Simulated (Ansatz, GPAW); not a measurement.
# A 2-layer slab of Ba(111): simulated STM images, part 2 of 2

Aim: Tersoff-Hamann images of a 2-layer slab of Ba(111) at several biases.

GPAW 26.7.0 and Ansatz 0.2.0; GPAW, PAW setups; slab in vacuum (the session's first sound run).

So far, dipole along the normal (e·Å): step 2 (relaxation) -3.6e-5.

**3. The slab's potential (continued)**

Local density of states summed over the bias window over a1 and a2. Sample bias 1.5 V, constant height 4.0 Å over the top atom.

Ten even steps from '_' (0.69 × 1e-3 arbitrary) to '@' (4.59 × 1e-3 arbitrary), each cell a mean:
```
@@@@@@@@%%####**++==--::::....______________....::::--==++++**##%%@@@@
@@@@@@@@%%%%##**++====--::::....______________....::::--==++++**##%%%%
##%%%%%%%%####**++++==--::::....________________....::::----==++****##
****########****++====--::::......________________......::::--====++**
++++++******++++++==----::::......____________________....::::----====
--================------::::......________________________....::::::--
::------------------::::::......____________________________......::::
..::::::::::::::::::::::........________________________________......
..............................________________________________________
________..................____________________________________________
______________________________________________________________________
______________________________________________________________________
__________________________________________............................
......__________________________________..........::::::::::::::::....
::::......______________________________......::::::::------------::::
----::::......________________________......::::::----==============--
====----::::....______________________......::::----====++++++++++++++
**++++==----::::....__________________......::::--====++++************
##****++====--::::....__________________....::::--==++++**######%%%%##
%%%%####**++==----::......______________....::::--==++++**##%%%%%%@@%%
@@@@%%%%##**++==----::......____________......::----==++**##%%%%@@@@@@
@@@@@@%%%%##**++==----::......____________....::::--==++++**##%%@@@@@@
```
Columns: a1 from 0 to 0.971; rows upwards: a2 from 0 to 0.971.

The potential is flat to 2.2e-4 eV/Å where it is read, so the vacuum is wide enough.

**4. A second plane-wave code**

A second program with its own datasets checks the number independently.

This step: Ansatz plane waves; slab in vacuum with a dipole correction; PAW set soft_1 (Ansatz 0.2.0).

input.yaml reads:

```yaml
crystal:
  lattice:
    - [7.0993520831, 0.0, 0.0]
    - [3.5496760416, 6.1482192544, 0.0]
    - [0.0, 0.0, 19.4491491757]
  atoms:
    - { symbol: Ba, position: [0.6666666039, 0.6666662054, 0.4627451781] }
    - { symbol: Ba, position: [0.0, 0.0, 0.578501335] }
kpoints:
  mp_grid: { grid: [5, 5, 1] }
hamiltonian:
  xc: pbe
  pseudopotentials: { kind: paw, azcp: { folder: soft_1 } }
scf:
  occupations: { method: fermi_dirac, width: 0.1 }
efield:
  axis: 3
  dipole_correction: true
  ramp_width: 0.05
output:
  forces: true
  write_potential: true
  write_density: true
  volumetric_format: npy
```

The run is started by

```sh
$ ansatz run input.yaml --threads 4 --pin off --max-ram 8192MiB --backend cpu --events-out ev --progress --plain --runs-dir out
```

Numbers of over 12 decimals in the logs are rounded to 6 here.

The program printed:

```text
Warning: the atoms were moved onto the symmetric positions of the space group found under crystal.symmetry.tolerance 1.0e-5 (fractional; no operation is sought that the atoms, as they stand in a round, miss by more than twice it, and no atom is moved by as much as it), and the run uses the moved positions. Before a round's move an operation carried an atom to 3.50e-6 Å from where it should land, the largest such dist [...]
Engine: ansatz 0.2.0, x86_64-unknown-linux-gnu
Pseudopotentials: kind: paw
Pseudopotential: Ba, paw, valence charge 10, recommended cutoff 420 eV (normal), soft_1/Ba.paw.azcp
Functional definition: PBE
  parameter kappa = 0.804
  parameter beta = 0.066725
  exchange = pbe_x(kappa = kappa, mu = beta*pi^2/3)
  correlation = pbe_c(beta = beta)
Crystal: 2 atoms, lattice volume = 848.924 Å³
Basis set: ecut = 420 eV, 16691 PW (Γ), exchange–correlation on 96×96×270 points (8 copies of the dense FFT grid, shifted against one another)
Bands: 14, of which v1, the nominal top of the filled ones, is band 10 counted from 1 (9 counted from 0)
Symmetry: 6 space group operations
k-points: 5 of 25 (time reversal used)
Non-local potential: Ba, projectors of the file, l = 0: 3, l = 1: 2, l = 2: 2, l = 3: 2
PAW form: soft (Blöchl's): semilocal exchange-correlation on the pseudo side does not see the compensation charge
PAW one-centre angular grid: Ba, 194 points (default); XC on 64 Gauss nodes
Initial density: superposition of atomic densities (neutral atoms: chi_scale 0, normalization atom)
Initial wavefunctions: pseudopotential atomic-orbital guess
Functional: x = pbe(κ = 0.804, μ = 0.219515), c = pbe(β = 0.066725)
SCF iter   1: F=—  HF=-11897.219955 eV  |F-HF|=—  |Δ(HF+E_count)|=         —  Δρ=3.47e-3  dr2=8.05e-1  ethr=3.10e-3  p=-0.000 e·Å  D=-6.32e-9 V/Å  ΔV_dip=0.00 eV  dr2_dipole=9.73e-8  V_vac-E_F(+/−)=3.23/3.23 eV  ⟨swp⟩=10.0  Hψ=1400  notcnv=0
efield: sawtooth ramp at fractional position 0.9956 (placed from the atoms, in the widest stretch of the axis that holds none; the zero of the levels goes with the place), width 0.0500; the density the first Hamiltonian is built on has a dipole p = -0.000 e·Å; the dipole correction subtracts the counter field D = -6.32e-9 V/Å, which shifts the + side's vacuum level by +0.00 eV against the − side's; the planar-averaged density in the ramp window peaks in size at 1.0e-8 e/Å³
automatic band count: the SCF goes on with 18 bands, as 14 were too few: the levels above may hold too much charge
preconditioner: auto → LDOS  [metal: Δε(μ)=0.139 eV  Ē_g=1.614 eV  σ=0.100 eV  W_gap=0.33  n_scr=50 (ndim 8)  ℏωp=2.5 eV  f_vac=0.581  D(μ)=6.93/eV (n_scr^D=36)  β→1.0]
SCF iter   2: F=—  HF=-11897.061000 eV  |F-HF|=—  |Δ(HF+E_count)|=   1.59e-1  Δρ=1.55e-3  dr2=1.22e-1  ethr=3.10e-3  p=-0.000 e·Å  D=-2.50e-5 V/Å  ΔV_dip=0.00 eV  dr2_dipole=3.24e-6  V_vac-E_F(+/−)=2.62/2.62 eV  ⟨swp⟩=3.0  Hψ=158  notcnv=0
SCF iter   3: F=—  HF=-11897.050006 eV  |F-HF|=—  |Δ(HF+E_count)|=   1.10e-2  Δρ=5.14e-4  dr2=3.24e-3  ethr=6.08e-4  p=0.000 e·Å  D=3.62e-5 V/Å  ΔV_dip=-0.00 eV  dr2_dipole=1.79e-6  V_vac-E_F(+/−)=2.29/2.29 eV  ⟨swp⟩=2.6  Hψ=143  notcnv=0
SCF iter   4: F=—  HF=-11897.050301 eV  |F-HF|=—  |Δ(HF+E_count)|=   2.94e-4  Δρ=1.40e-4  dr2=8.06e-4  ethr=1.62e-5  p=-0.000 e·Å  D=-4.68e-6 V/Å  ΔV_dip=0.00 eV  dr2_dipole=3.79e-8  V_vac-E_F(+/−)=2.32/2.32 eV  ⟨swp⟩=2.0  Hψ=156  notcnv=0
SCF iter   5: F=—  HF=-11897.050511 eV  |F-HF|=—  |Δ(HF+E_count)|=   2.10e-4  Δρ=7.35e-5  dr2=3.52e-4  ethr=4.03e-6  p=0.000 e·Å  D=7.64e-6 V/Å  ΔV_dip=-0.00 eV  dr2_dipole=1.45e-8  V_vac-E_F(+/−)=2.36/2.36 eV  ⟨swp⟩=2.4  Hψ=157  notcnv=0
SCF iter   6: F=—  HF=-11897.050480 eV  |F-HF|=—  |Δ(HF+E_count)|=   3.10e-5  Δρ=2.97e-5  dr2=6.38e-5  ethr=1.76e-6  p=0.000 e·Å  D=6.77e-6 V/Å  ΔV_dip=-0.00 eV  dr2_dipole=5.82e-9  V_vac-E_F(+/−)=2.35/2.35 eV  ⟨swp⟩=1.0  Hψ=90  notcnv=0
SCF iter   7: F=—  HF=-11897.050526 eV  |F-HF|=—  |Δ(HF+E_count)|=   4.68e-5  Δρ=7.60e-6  dr2=3.14e-6  ethr=3.19e-7  p=0.000 e·Å  D=3.05e-6 V/Å  ΔV_dip=-0.00 eV  dr2_dipole=6.08e-11  V_vac-E_F(+/−)=2.35/2.35 eV  ⟨swp⟩=2.0  Hψ=108  notcnv=0
SCF iter   8: F=—  HF=-11897.050526 eV  |F-HF|=—  |Δ(HF+E_count)|=   1.16e-8  Δρ=2.27e-6  dr2=3.60e-7  ethr=1.57e-8  p=0.000 e·Å  D=2.02e-6 V/Å  ΔV_dip=-0.00 eV  dr2_dipole=4.02e-10  V_vac-E_F(+/−)=2.35/2.35 eV  ⟨swp⟩=2.4  Hψ=142  notcnv=0
SCF iter   9: F=-11897.050526 eV  HF=-11897.050526 eV  |F-HF|=4.31e-9  |Δ(HF+E_count)|=   2.63e-8  Δρ=6.62e-7  dr2=1.70e-8  ethr=5.00e-10  p=0.000 e·Å  D=3.48e-7 V/Å  ΔV_dip=-0.00 eV  dr2_dipole=2.28e-10  V_vac-E_F(+/−)=2.35/2.35 eV  ⟨swp⟩=13.2  Hψ=784  notcnv=0
SCF 1 converged in 9 iterations: F = -11897.050526 eV  dr2 = 1.70e-8
  greatest PAW one-centre occupation: 0.960 electrons in one spin orbital (limit 2), on the Ba atom at site 0 (counted from 0), in its partial waves of l = 0
WARN: The output density's exchange-correlation potential varies sharply where the density is thin. Do not read a vacuum level from v_tot or v_xc, or from such a field of the output density. On a cell that repeats whose density bears no net charge and no dipole along the vacuum's axis use v_es (v_loc + v_h of the components); under efield.dipole_correction with no amplitude use v_es + v_field, which holds any externa [...]
SCF converged after 9 iterations
Free energy (F): -11897.050526 eV
Harris-Foulkes:  -11897.050526 eV  (|F-HF|=4.31e-9)
Internal energy: -11896.833984 eV  (E = F + TS)
E sigma→0 (E₀):  -11896.942255 eV
Entropy (-TS):   -0.216542 eV (-108.271 meV/atom)
Fermi energy:    -0.991217 eV
Dipole field:    D = 0.000010 V/Å  (p = 0.000048 e·Å, saw-weighted, corrected)
Work function:   Φ+ = 2.3478 eV   Φ− = 2.3480 eV
Levels:          The Fermi level and band energies are counted from a zero that moves with the ramp; work functions are not
--- Per-component energies (eV) ---
  E_band       = -327.738073
  E_kinetic    = 308.535381
  E_local      = -2782.170833  (includes V_loc(G=0)·N_el)
  E_nonlocal   = 185.893791
  E_hartree    = 1144.271063
  E_xc         = -387.964303
  E_vxc        = -244.975077  (∫ρ·V_xc dr)
  E_paw        = -10390.401345  (= ΣΔE_a)
  E_vpaw       = -83.558272  (= ΣTr[D̂ρ^β])
  E_aug_tail   = -0.000004  (compensation charges beyond the density's cutoff)
  E_efield     = 0.000000  (sawtooth field / dipole correction)
  E_vefield    = 0.000000  (∫n·V_field dr)
  E_ewald      = 25.002266
  E_smearing   = -0.216542  (= −TS)
  E_closure    = -0.000000  (closes the sum)
  Σ components = -11897.050526   (vs F -11897.050526, Δ=0.00e0)
--- Forces (eV/Å), atoms counted from 1 ---
  atom   1  Ba     0.00000000     0.00000000     0.01639007
  atom   2  Ba    -0.00000000    -0.00000000    -0.01640088
  max |Σ_I F_I| component: 1.08e-5 eV/Å
--- Band table (eV; the first three rows and the last of 5) ---
  k-point 0: bands = [... 6 lower, -16.3018, -16.3018, -2.6745, -1.0748, -0.6697, -0.6697, -0.5520, -0.5520, ... 4 higher]
  k-point 1: bands = [... 6 lower, -16.3032, -16.2994, -2.4954, -1.0413, -0.7178, -0.6645, -0.6208, -0.4196, ... 4 higher]
  k-point 2: bands = [... 6 lower, -16.3065, -16.2960, -2.0341, -1.2172, -0.8447, -0.6233, -0.5277, -0.2603, ... 4 higher]
  k-point 4: bands = [... 6 lower, -16.3131, -16.2933, -1.7420, -1.3724, -0.8796, -0.5437, -0.4958, -0.4823, ... 4 higher]
```

Run time: 8.7 s. Hardware: 4 threads of Intel Xeon Platinum 8488C (Sapphire Rapids), shared host; peak memory 1 GiB; 12 s of CPU time.

The column dr2 measures how far the density is from self-consistency, as an energy; F and HF (Harris–Foulkes) agree once it is small.

Numbers from this step:

```
free energy             : -11897.0505 eV
smearing term TS        : 0.2165 eV
gap by band count       : 0.1617 eV
symmetry operations     : 6
upper work function     : 2.348 eV
lower work function     : 2.348 eV
dipole along the normal : 4.79e-5 e·Å
dipole field            : 1.02e-5 V/Å
vacuum level above      : 1.357 eV
vacuum level below      : 1.357 eV
```

Electrostatic potential energy of an electron (with the applied field's), less the Fermi level, planar mean against z:

```csv
z (Å),"electrostatic potential energy of an electron (with the applied field's), less the Fermi level, planar mean (eV)"
0.0,2.35
0.5,2.35
1.0,2.35
1.5,2.35
2.0,2.35
2.5,2.35
3.0,2.35
3.5,2.35
4.0,2.34
4.5,2.34
5.0,2.33
5.5,2.31
6.0,2.26
6.5,2.16
7.0,1.95
7.5,1.52
8.0,0.489
8.5,-1.70
9.0,-2.94
9.5,-1.90
10.0,-0.296
10.5,-0.939
11.0,-2.67
11.5,-2.59
12.0,-0.532
12.5,1.13
13.0,1.77
13.5,2.07
14.0,2.22
14.5,2.29
15.0,2.32
15.5,2.34
16.0,2.34
16.5,2.35
17.0,2.35
17.5,2.35
18.0,2.35
18.5,2.35
19.0,2.35
```

Table of valence density, planar mean by z:

```csv
z (Å),"valence density, planar mean (e/Å³)"
3.0,9.7e-6
3.5,2.2e-5
4.0,5.1e-5
4.5,1.1e-4
5.0,2.5e-4
5.5,5.4e-4
6.0,0.00114
6.5,0.00231
7.0,0.00464
7.5,0.0111
8.0,0.0424
8.5,0.107
9.0,0.124
9.5,0.115
10.0,0.0657
10.5,0.0893
11.0,0.123
11.5,0.120
12.0,0.0768
12.5,0.0210
13.0,0.00688
13.5,0.00327
14.0,0.00164
14.5,7.9e-4
15.0,3.7e-4
15.5,1.7e-4
16.0,7.7e-5
16.5,3.4e-5
17.0,1.5e-5
17.5,6.4e-6
```

The upper face's work function is 2.348 eV, against 2.347 eV in the first plane-wave PBE run at this geometry.

**5. Side by side**

Results and costs are gathered.

This step: comparison of work functions, dipole and cost; PAW set soft_1 (GPAW 26.7.0).

Ladder, by row:

```csv
step,code,"work function, upper (eV)","work function, lower (eV)",dipole (e Å),wall time (s),peak memory (GiB),threads
pw,GPAW,2.347,2.347,2.59e-5,112.4,0.49,1
ansatz,Ansatz,2.348,2.348,4.79e-5,8.74,1.042,4
```

**6. What came out**

```yaml
work_function_both_faces: 2.35 eV
dipole_along_the_normal: 2.6e-5 e Å, near the numerical noise
corrugation_at_minus_2_v: 0.927 Å
corrugation_at_minus_1_v: 1.02 Å
corrugation_at_1p5_v: 1.86 Å
```

**Reading.** The corrugation at constant current is largest at 1.5 V, where the tip height varies by 1.9 Å over the cell. Negative sample bias images filled states, positive bias empty ones. The two plane-wave codes differ by 5.0e-4 eV on the upper face. The images are of Tersoff-Hamann type: an s-wave tip, no tip-sample forces, heights closer than in a microscope. The slab is only 2.3 Å thick between its outer nuclei, so the values belong to this film more than to the surface of the bulk metal. The in-plane lattice was kept as typed, which isn't the functional's own and leaves some strain; spin-orbit coupling and temperature are left out.

[Logs are printed without paths, hosts, clocks, repeated set-up lines and the standing remarks that a program may print on its own settings, such as how far it seeks lower states.]

[Hosts, paths, dates, database ids (printed as entryN), source tags and the programs' standing remarks are cut or masked in the printed files.]
